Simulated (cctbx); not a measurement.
## X-rays or neutrons for the lightest atoms?

Cell a = 11.3050 Å, b = 11.3050 Å, c = 11.3050 Å, α = 90.00°, β = 90.00°, γ = 90.00°; space group Fm-3m (no. 225); content Sb4 Br24 Cu4 Li8. The heavier atoms are placed; Li is still missing.

The data are simulated with cctbx, not measured: Cu Kα, λ = 1.54184 Å, to d = 0.83 Å, 95 % of the full sphere, strongest reflection 70000 counts, noise from counting, a 2 % proportional error and a noise floor of 8 counts (s.d.); no absorption.

Refinement without Li (map in e/Å³):

```text
Rint 0.020, 96 unique reflections to 0.83 A
cycle     R1     wR2    GooF  max shift (A)
   1  0.0392  0.1049  14.549   0.00684
   2  0.0236  0.0551   7.643   0.00000
final R1 0.0236 wR2 0.0551 GooF 7.643  parameters 4  data/parameter 24.0
atom        x        y        z      Ueq    occ   su(xyz)  su(Uiso or U11)
Sb1    0.00000  0.00000  0.00000   0.0215  1.000  0.00000  0.0005
Br1    0.00000  0.00000  0.76459   0.0171  1.000  0.00008  0.0004
Cu1    0.50000  0.00000  0.00000   0.0213  1.000  0.00000  0.0008
difference map: max 5.12 min -0.29 rms 0.16
Q1    0.2500  0.2500  0.2500    8    5.12  -1.00 A from Cu1
Q2    0.0000  0.0000  0.2471   24    0.50  0.13 A from Br1
Q3    0.0000  0.0000  0.0000    4    0.25  0.00 A from Sb1
Q4    0.0000  0.0000  0.5000    4    0.19  0.00 A from Cu1
Q5    0.0000  0.2500  0.2500   24    0.17  2.83 A from Br1
Q6    0.0000  0.0000  0.0605   24    0.14  0.68 A from Sb1
Q7    0.1538  0.2168  0.2168   96    0.12  3.01 A from Br1
Q8    0.0000  0.1063  0.1063   48    0.11  1.70 A from Sb1
```

The data are simulated with cctbx, not measured: neutrons of λ = 0.95 Å, to d = 0.8 Å, 95 % of the full sphere, strongest reflection 5000 counts, noise from counting, a 2 % proportional error and a noise floor of 8 counts (s.d.); no absorption.

Refinement without Li (map in fm/Å³; only maxima are listed):

```text
Rint 0.038, 103 unique reflections to 0.81 A
cycle     R1     wR2    GooF  max shift (A)
   1  0.1023  0.1875  15.714   0.01407
   2  0.0764  0.1633  13.691   0.00001
final R1 0.0764 wR2 0.1633 GooF 13.691  parameters 4  data/parameter 25.8
atom        x        y        z      Ueq    occ   su(xyz)  su(Uiso or U11)
Sb1    0.00000  0.00000  0.00000   0.0157  1.000  0.00000  0.0018
Br1    0.00000  0.00000  0.76484   0.0180  1.000  0.00025  0.0011
Cu1    0.50000  0.00000  0.00000   0.0170  1.000  0.00000  0.0015
difference map: max 0.83 min -6.38 rms 0.22
Q1    0.0332  0.0332  0.4668   32    0.83  0.65 A from Cu1
Q2    0.0328  0.0328  0.0328   32    0.72  0.64 A from Sb1
Q3    0.2098  0.2098  0.2098   32    0.71  3.37 A from Br1
Q4    0.2092  0.2092  0.2908   32    0.68  3.40 A from Br1
Q5    0.1090  0.2500  0.2500   48    0.41  3.09 A from Br1
Q6    0.0000  0.0000  0.1414   24    0.39  1.06 A from Br1
Q7    0.0462  0.0462  0.1543   96    0.38  1.18 A from Br1
Q8    0.0000  0.0000  0.3581   24    0.36  1.39 A from Br1
```

**Question.** Where is Li, and which data fix it better?

Li sits at (1/4, 3/4, 3/4). Adding it takes R1 from 0.024 to 0.005 with X-rays and from 0.076 to 0.007 with neutrons. Symmetry fixes its coordinates; the s.u. of its U is 0.0016 Å² with X-rays and 0.0005 Å² with neutrons. In the X-ray map Q1 marks it. No listed neutron peak is on it. Natural Li has a negative scattering length, so it shows as a hole in the neutron map (minimum -6.4), not among the maxima.

Final neutron refinement:

```text
Rint 0.038, 103 unique reflections to 0.81 A
cycle     R1     wR2    GooF  max shift (A)
   1  0.0489  0.1234  10.395   0.01047
   2  0.0067  0.0124   1.049   0.00000
final R1 0.0067 wR2 0.0124 GooF 1.049  parameters 5  data/parameter 20.6
atom        x        y        z      Ueq    occ   su(xyz)  su(Uiso or U11)
Sb1    0.00000  0.00000  0.00000   0.0214  1.000  0.00000  0.0002
Br1    0.00000  0.00000  0.76453   0.0172  1.000  0.00002  0.0001
Cu1    0.50000  0.00000  0.00000   0.0214  1.000  0.00000  0.0001
Li1    0.25000  0.75000  0.75000   0.0357  1.000  0.00000  0.0005
difference map: max 0.10 min -0.24 rms 0.03
Q1    0.0335  0.0335  0.1480   96    0.10  1.12 A from Br1
Q2    0.0459  0.0459  0.4541   32    0.09  0.90 A from Cu1
Q3    0.0000  0.2164  0.2164   48    0.08  2.46 A from Br1
Q4    0.0298  0.0298  0.2397   96    0.08  0.48 A from Br1
Q5    0.0000  0.0000  0.0619   24    0.07  0.70 A from Sb1
Q6    0.2155  0.2155  0.2155   32    0.07  0.68 A from Li1
```

The model was made for the exercise: a known structure type with other elements put in, its volume estimated, not relaxed; displacement parameters are assumed.

[Middle refinement cycles are left out of these outputs.]

[Logs are printed without paths, hosts, clocks, repeated set-up lines and the standing remarks that a program may print on its own settings, such as how far it seeks lower states.]
